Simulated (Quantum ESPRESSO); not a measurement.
**Dielectric function and optical constants of PbF2 (Fluorocronite)**

Wanted: where PbF2 (Fluorocronite) starts to absorb, how strongly, and its refractive index. The cell comes from an older database entry, whose edges can differ from later determinations, mostly by under a per cent.

Method: DFT, PBE, plane waves with norm-conserving potentials (PseudoDojo), scalar-relativistic, independent-particle optical response without local fields and without the non-local commutator, in Quantum ESPRESSO 7.5.

The database entry behind the starting cell differs from later determinations by our own check (0.1 to 0.3 % short, probably kX units), so it need not match the best structure at ambient conditions.

## Step 1: Starting point

Symmetry: Fm-3m, No. 225, cubic system. The conventional cell has a = 5.927 Å, b = 5.927 Å, c = 5.927 Å, α = 90.00°, β = 90.00°, γ = 90.00°. Nearest to Pb lie 8 F at 2.57 Å. Nearest to F lie 4 Pb at 2.57 Å. Farther neighbours and most contacts between anions are not listed.

## Step 2: Ground state

The self-consistent density comes first; it also tells whether there is a gap, which decides the occupations and the need for a Drude term.

This step: DFT, PBE, plane waves with norm-conserving potentials (PseudoDojo), scalar-relativistic, ground state (Quantum ESPRESSO 7.5).

scf.in

```
&control
  calculation = 'scf'
  prefix = 'x'
  outdir = './tmp'
  pseudo_dir = './'
  verbosity = 'high'
/
&system
  ibrav = 0
  nat = 3
  ntyp = 2
  ecutwfc = 90
  occupations = 'smearing'
  smearing = 'fd'
  degauss = 0.003675
  nbnd = 18
/
&electrons
  conv_thr = 1e-09
  electron_maxstep = 100
/
ATOMIC_SPECIES
  Pb 1.0 Pb.upf
  F 1.0 F.upf
CELL_PARAMETERS angstrom
  0.000000000000 2.963660000000 2.963660000000
  2.963660000000 0.000000000000 2.963660000000
  2.963660000000 2.963660000000 0.000000000000
ATOMIC_POSITIONS crystal
  Pb 0.000000000000 0.000000000000 0.000000000000
  F 0.750000000000 0.750000000000 0.750000000000
  F 0.250000000000 0.250000000000 0.250000000000
K_POINTS automatic
  7 7 7 0 0 0
```

Launch:

```bash
$ mpirun -n 4 pw.x -nk 4 -in scf.in
```

What it wrote:

```text
for quantum simulation of materials; please cite

     using ibrav=0 with symmetry is DISCOURAGED, use correct ibrav instead

     G-vector sticks info
     --------------------
     sticks:   dense  smooth     PW     G-vecs:    dense   smooth      PW
     Sum        1555    1555    439                40677    40677    6231

     Using Slab Decomposition

     bravais-lattice index     =            0
     lattice parameter (alat)  =       7.9203  a.u.
     unit-cell volume          =     351.3272 (a.u.)^3
     number of atoms/cell      =            3
     number of atomic types    =            2
     number of electrons       =        28.00
     number of Kohn-Sham states=           18
     kinetic-energy cutoff     =      90.0000  Ry
     charge density cutoff     =     360.0000  Ry
     scf convergence threshold =      1.0E-09
     mixing beta               =       0.7000
     number of iterations used =            8  plain     mixing
     Exchange-correlation= PBE
                           (   1   4   3   4   0   0   0)

     celldm(1)=   7.920311  celldm(2)=   0.000000  celldm(3)=   0.000000
     celldm(4)=   0.000000  celldm(5)=   0.000000  celldm(6)=   0.000000

     crystal axes: (cart. coord. in units of alat)
               a(1) = (   0.000000   0.707107   0.707107 )
               a(2) = (   0.707107   0.000000   0.707107 )
               a(3) = (   0.707107   0.707107   0.000000 )

     reciprocal axes: (cart. coord. in units 2 pi/alat)
               b(1) = ( -0.707107  0.707107  0.707107 )
               b(2) = (  0.707107 -0.707107  0.707107 )
               b(3) = (  0.707107  0.707107 -0.707107 )

     ./Pb.upf
     Pseudo is Norm-conserving + core correction, Zval = 14.0
     Generated using ONCVPSP code by D. R. Hamann
     Using radial grid of 1678 points,  6 beta functions with:
                l(1) =   0
                l(2) =   0
                l(3) =   1
                l(4) =   1
                l(5) =   2
                l(6) =   2

     ./F.upf
     Pseudo is Norm-conserving + core correction, Zval =  7.0
     Generated using ONCVPSP code by D. R. Hamann
     Using radial grid of  832 points,  5 beta functions with:
                l(1) =   0
                l(2) =   0
                l(3) =   1
                l(4) =   1
                l(5) =   2

     atomic species   valence    mass     pseudopotential
     Pb               14.00     1.00000     Pb( 1.00)
     F                 7.00     1.00000     F ( 1.00)

     48 Sym. Ops., with inversion, found

                                    s                        frac. trans.

     [... symmetry matrices left out ...]
   Cartesian axes

     site n.     atom                  positions (alat units)
         1        Pb     tau(   1) = (   0.0000000   0.0000000   0.0000000  )
         2        F      tau(   2) = (   1.0606602   1.0606602   1.0606602  )
         3        F      tau(   3) = (   0.3535534   0.3535534   0.3535534  )

   Crystallographic axes

     site n.     atom                  positions (cryst. coord.)
         1        Pb     tau(   1) = (  0.0000000  0.0000000  0.0000000  )
         2        F      tau(   2) = (  0.7500000  0.7500000  0.7500000  )
         3        F      tau(   3) = (  0.2500000  0.2500000  0.2500000  )

     number of k points=    20  Fermi-Dirac smearing, width (Ry)=  0.0037
                       cart. coord. in units 2pi/alat
        k(    1) = (   0.0000000   0.0000000   0.0000000), wk =   0.0058309
        k(    2) = (   0.1010153   0.1010153  -0.1010153), wk =   0.0466472
        k(    3) = (   0.2020305   0.2020305  -0.2020305), wk =   0.0466472
        k(    4) = (   0.3030458   0.3030458  -0.3030458), wk =   0.0466472
        k(    5) = (   0.2020305  -0.0000000   0.0000000), wk =   0.0349854
        k(    6) = (   0.3030458   0.1010153  -0.1010153), wk =   0.1399417
        k(    7) = (   0.4040610   0.2020305  -0.2020305), wk =   0.1399417
        k(    8) = (  -0.2020305  -0.4040610   0.4040610), wk =   0.1399417
        k(    9) = (  -0.1010153  -0.3030458   0.3030458), wk =   0.1399417
        k(   10) = (  -0.0000000  -0.2020305   0.2020305), wk =   0.0699708
        k(   11) = (   0.4040610  -0.0000000   0.0000000), wk =   0.0349854
        k(   12) = (   0.5050763   0.1010153  -0.1010153), wk =   0.1399417
        k(   13) = (  -0.1010153  -0.5050763   0.5050763), wk =   0.1399417
        k(   14) = (   0.0000000  -0.4040610   0.4040610), wk =   0.0699708
        k(   15) = (   0.6060915  -0.0000000   0.0000000), wk =   0.0349854
        k(   16) = (  -0.0000000  -0.6060915   0.6060915), wk =   0.0699708
[...]
cryst. coord.
[...]
k(   13) = (  -0.0000000   0.2857143  -0.4285714), wk =   0.1399417
        k(   14) = (   0.0000000   0.2857143  -0.2857143), wk =   0.0699708
        k(   15) = (   0.0000000   0.4285714   0.4285714), wk =   0.0349854
        k(   16) = (   0.0000000   0.4285714  -0.4285714), wk =   0.0699708
        k(   17) = (   0.1428571   0.2857143   0.4285714), wk =   0.1399417
        k(   18) = (   0.1428571   0.2857143  -0.4285714), wk =   0.2798834
        k(   19) = (   0.1428571   0.4285714  -0.4285714), wk =   0.1399417
        k(   20) = (   0.1428571   0.4285714  -0.2857143), wk =   0.1399417

     Dense  grid:    40677 G-vectors     FFT dimensions: (  48,  48,  48)

     Initial potential from superposition of free atoms

     starting charge      27.9978, renormalised to      28.0000
     Starting wfcs are   17 randomized atomic wfcs +    1 random wfcs

     Self-consistent Calculation

     iteration #  1     ecut=    90.00 Ry     beta= 0.70
     Davidson diagonalization with overlap

            65 MiB given to the printing process from OS
            35 MiB allocation reported by mallinfo(arena+hblkhd)
------------------
     ethr =  1.00E-02,  avg # of iterations =  4.8

     total energy              =    -239.35047249 Ry
     estimated scf accuracy    <       0.46661874 Ry

     iteration #  2     ecut=    90.00 Ry     beta= 0.70
     Davidson diagonalization with overlap

            85 MiB given to the printing process from OS
            51 MiB allocation reported by mallinfo(arena+hblkhd)
------------------
     ethr =  1.67E-03,  avg # of iterations =  2.0

     total energy              =    -239.44116855 Ry
     estimated scf accuracy    <       0.59768472 Ry

     iteration #  3     ecut=    90.00 Ry     beta= 0.70
     Davidson diagonalization with overlap

            85 MiB given to the printing process from OS
            52 MiB allocation reported by mallinfo(arena+hblkhd)
------------------
     ethr =  1.67E-03,  avg # of iterations =  2.0

     total energy              =    -239.56653895 Ry
     estimated scf accuracy    <       0.00428464 Ry

     iteration #  4     ecut=    90.00 Ry     beta= 0.70
     Davidson diagonalization with overlap

            89 MiB given to the printing process from OS
            53 MiB allocation reported by mallinfo(arena+hblkhd)
------------------
     ethr =  1.53E-05,  avg # of iterations =  2.1

     total energy              =    -239.56731788 Ry
     estimated scf accuracy    <       0.00043812 Ry

     iteration #  5     ecut=    90.00 Ry     beta= 0.70
     Davidson diagonalization with overlap

            89 MiB given to the printing process from OS
            55 MiB allocation reported by mallinfo(arena+hblkhd)
------------------
     ethr =  1.56E-06,  avg # of iterations =  2.2

     total energy              =    -239.56731833 Ry
     estimated scf accuracy    <       0.00005556 Ry

     iteration #  6     ecut=    90.00 Ry     beta= 0.70
     Davidson diagonalization with overlap

            89 MiB given to the printing process from OS
            56 MiB allocation reported by mallinfo(arena+hblkhd)
------------------
     ethr =  1.98E-07,  avg # of iterations =  2.0

     total energy              =    -239.56731562 Ry
     estimated scf accuracy    <       0.00003319 Ry

     iteration #  7     ecut=    90.00 Ry     beta= 0.70
     Davidson diagonalization with overlap

            89 MiB given to the printing process from OS
            57 MiB allocation reported by mallinfo(arena+hblkhd)
------------------
     ethr =  1.19E-07,  avg # of iterations =  1.0

     total energy              =    -239.56731797 Ry
     estimated scf accuracy    <       0.00000020 Ry

     iteration #  8     ecut=    90.00 Ry     beta= 0.70
     Davidson diagonalization with overlap

            93 MiB given to the printing process from OS
            58 MiB allocation reported by mallinfo(arena+hblkhd)
------------------
     ethr =  7.28E-10,  avg # of iterations =  2.5

     total energy              =    -239.56731807 Ry
     estimated scf accuracy    <       0.00000003 Ry

     iteration #  9     ecut=    90.00 Ry     beta= 0.70
     Davidson diagonalization with overlap

            93 MiB given to the printing process from OS
            60 MiB allocation reported by mallinfo(arena+hblkhd)
------------------
     ethr =  1.19E-10,  avg # of iterations =  2.0

     End of self-consistent calculation

          k = 0.0000 0.0000 0.0000 (  5029 PWs)   bands (ev):

   -15.7593 -15.1375  -9.1022  -9.1022  -9.1022  -9.0467  -9.0467   0.6426
     2.8091   2.8091   2.8091   3.3036   3.3036   3.3036  12.0614  12.0614
    12.0614  15.9401

     occupation numbers
     1.0000   1.0000   1.0000   1.0000   1.0000   1.0000   1.0000   1.0000
     1.0000   1.0000   1.0000   1.0000   1.0000   1.0000   0.0000   0.0000
     0.0000   0.0000

          k = 0.1010 0.1010-0.1010 (  5041 PWs)   bands (ev):

   -15.7205 -15.1729  -9.0944  -9.0944  -9.0609  -9.0464  -9.0464   0.3120
     2.6575   2.7695   2.7695   3.2718   3.2718   3.8105  11.4148  12.2235
    12.2235  17.0508

     occupation numbers
     1.0000   1.0000   1.0000   1.0000   1.0000   1.0000   1.0000   1.0000
     1.0000   1.0000   1.0000   1.0000   1.0000   1.0000   0.0000   0.0000
     0.0000   0.0000

          k = 0.2020 0.2020-0.2020 (  5039 PWs)   bands (ev):

   -15.6221 -15.2609  -9.0855  -9.0855  -9.0367  -9.0367  -8.9712  -0.2413
     2.4478   2.6827   2.6827   3.2004   3.2004   4.6229  10.6569  12.5942
    12.5942  18.3691

     occupation numbers
     1.0000   1.0000   1.0000   1.0000   1.0000   1.0000   1.0000   1.0000
     1.0000   1.0000   1.0000   1.0000   1.0000   1.0000   0.0000   0.0000
     0.0000   0.0000

     [... further k points left out ...]

     the Fermi energy is     8.0392 ev

!    total energy              =    -239.56731808 Ry
     estimated scf accuracy    <          4.3E-10 Ry
     smearing contrib. (-TS)   =      -0.00000000 Ry
     internal energy E=F+TS    =    -239.56731808 Ry

     The total energy is F=E-TS. E is the sum of the following terms:
     one-electron contribution =     -78.00303322 Ry
     hartree contribution      =      58.55649465 Ry
     xc contribution           =     -62.17949178 Ry
     ewald contribution        =    -157.94128773 Ry

     convergence has been achieved in   9 iterations

     XML data file, charge density, pseudopotentials, collected wavefunctions

                                        0.00s GPU  (     162 calls)

=------------------------------------------------------------------------------=
   JOB DONE.
=------------------------------------------------------------------------------=
```

Wall time 6 s (4 MPI ranks of Arm Neoverse V2, shared host); peak memory 0.09 GiB.

Read-outs, printed or worked out from the files:

| Property | Result |
| --- | --- |
| total energy | -239.6 Ry |
| gap on the k-mesh | 4.474 eV |
| direct gap on the mesh | 4.688 eV |

There is a gap, 4.47 eV on this mesh (points off the mesh can give less), so no carriers' term is needed.

(Continued in part 2 of 3.)

[Machine, clock, banner and «Message from routine» lines are left out of the logs.]

[Logs are printed without paths, hosts, clocks, repeated set-up lines and the standing remarks that a program may print on its own settings, such as how far it seeks lower states.]

[Hosts, paths, dates, database ids (printed as entryN), source tags and the programs' standing remarks are cut or masked in the printed files.]
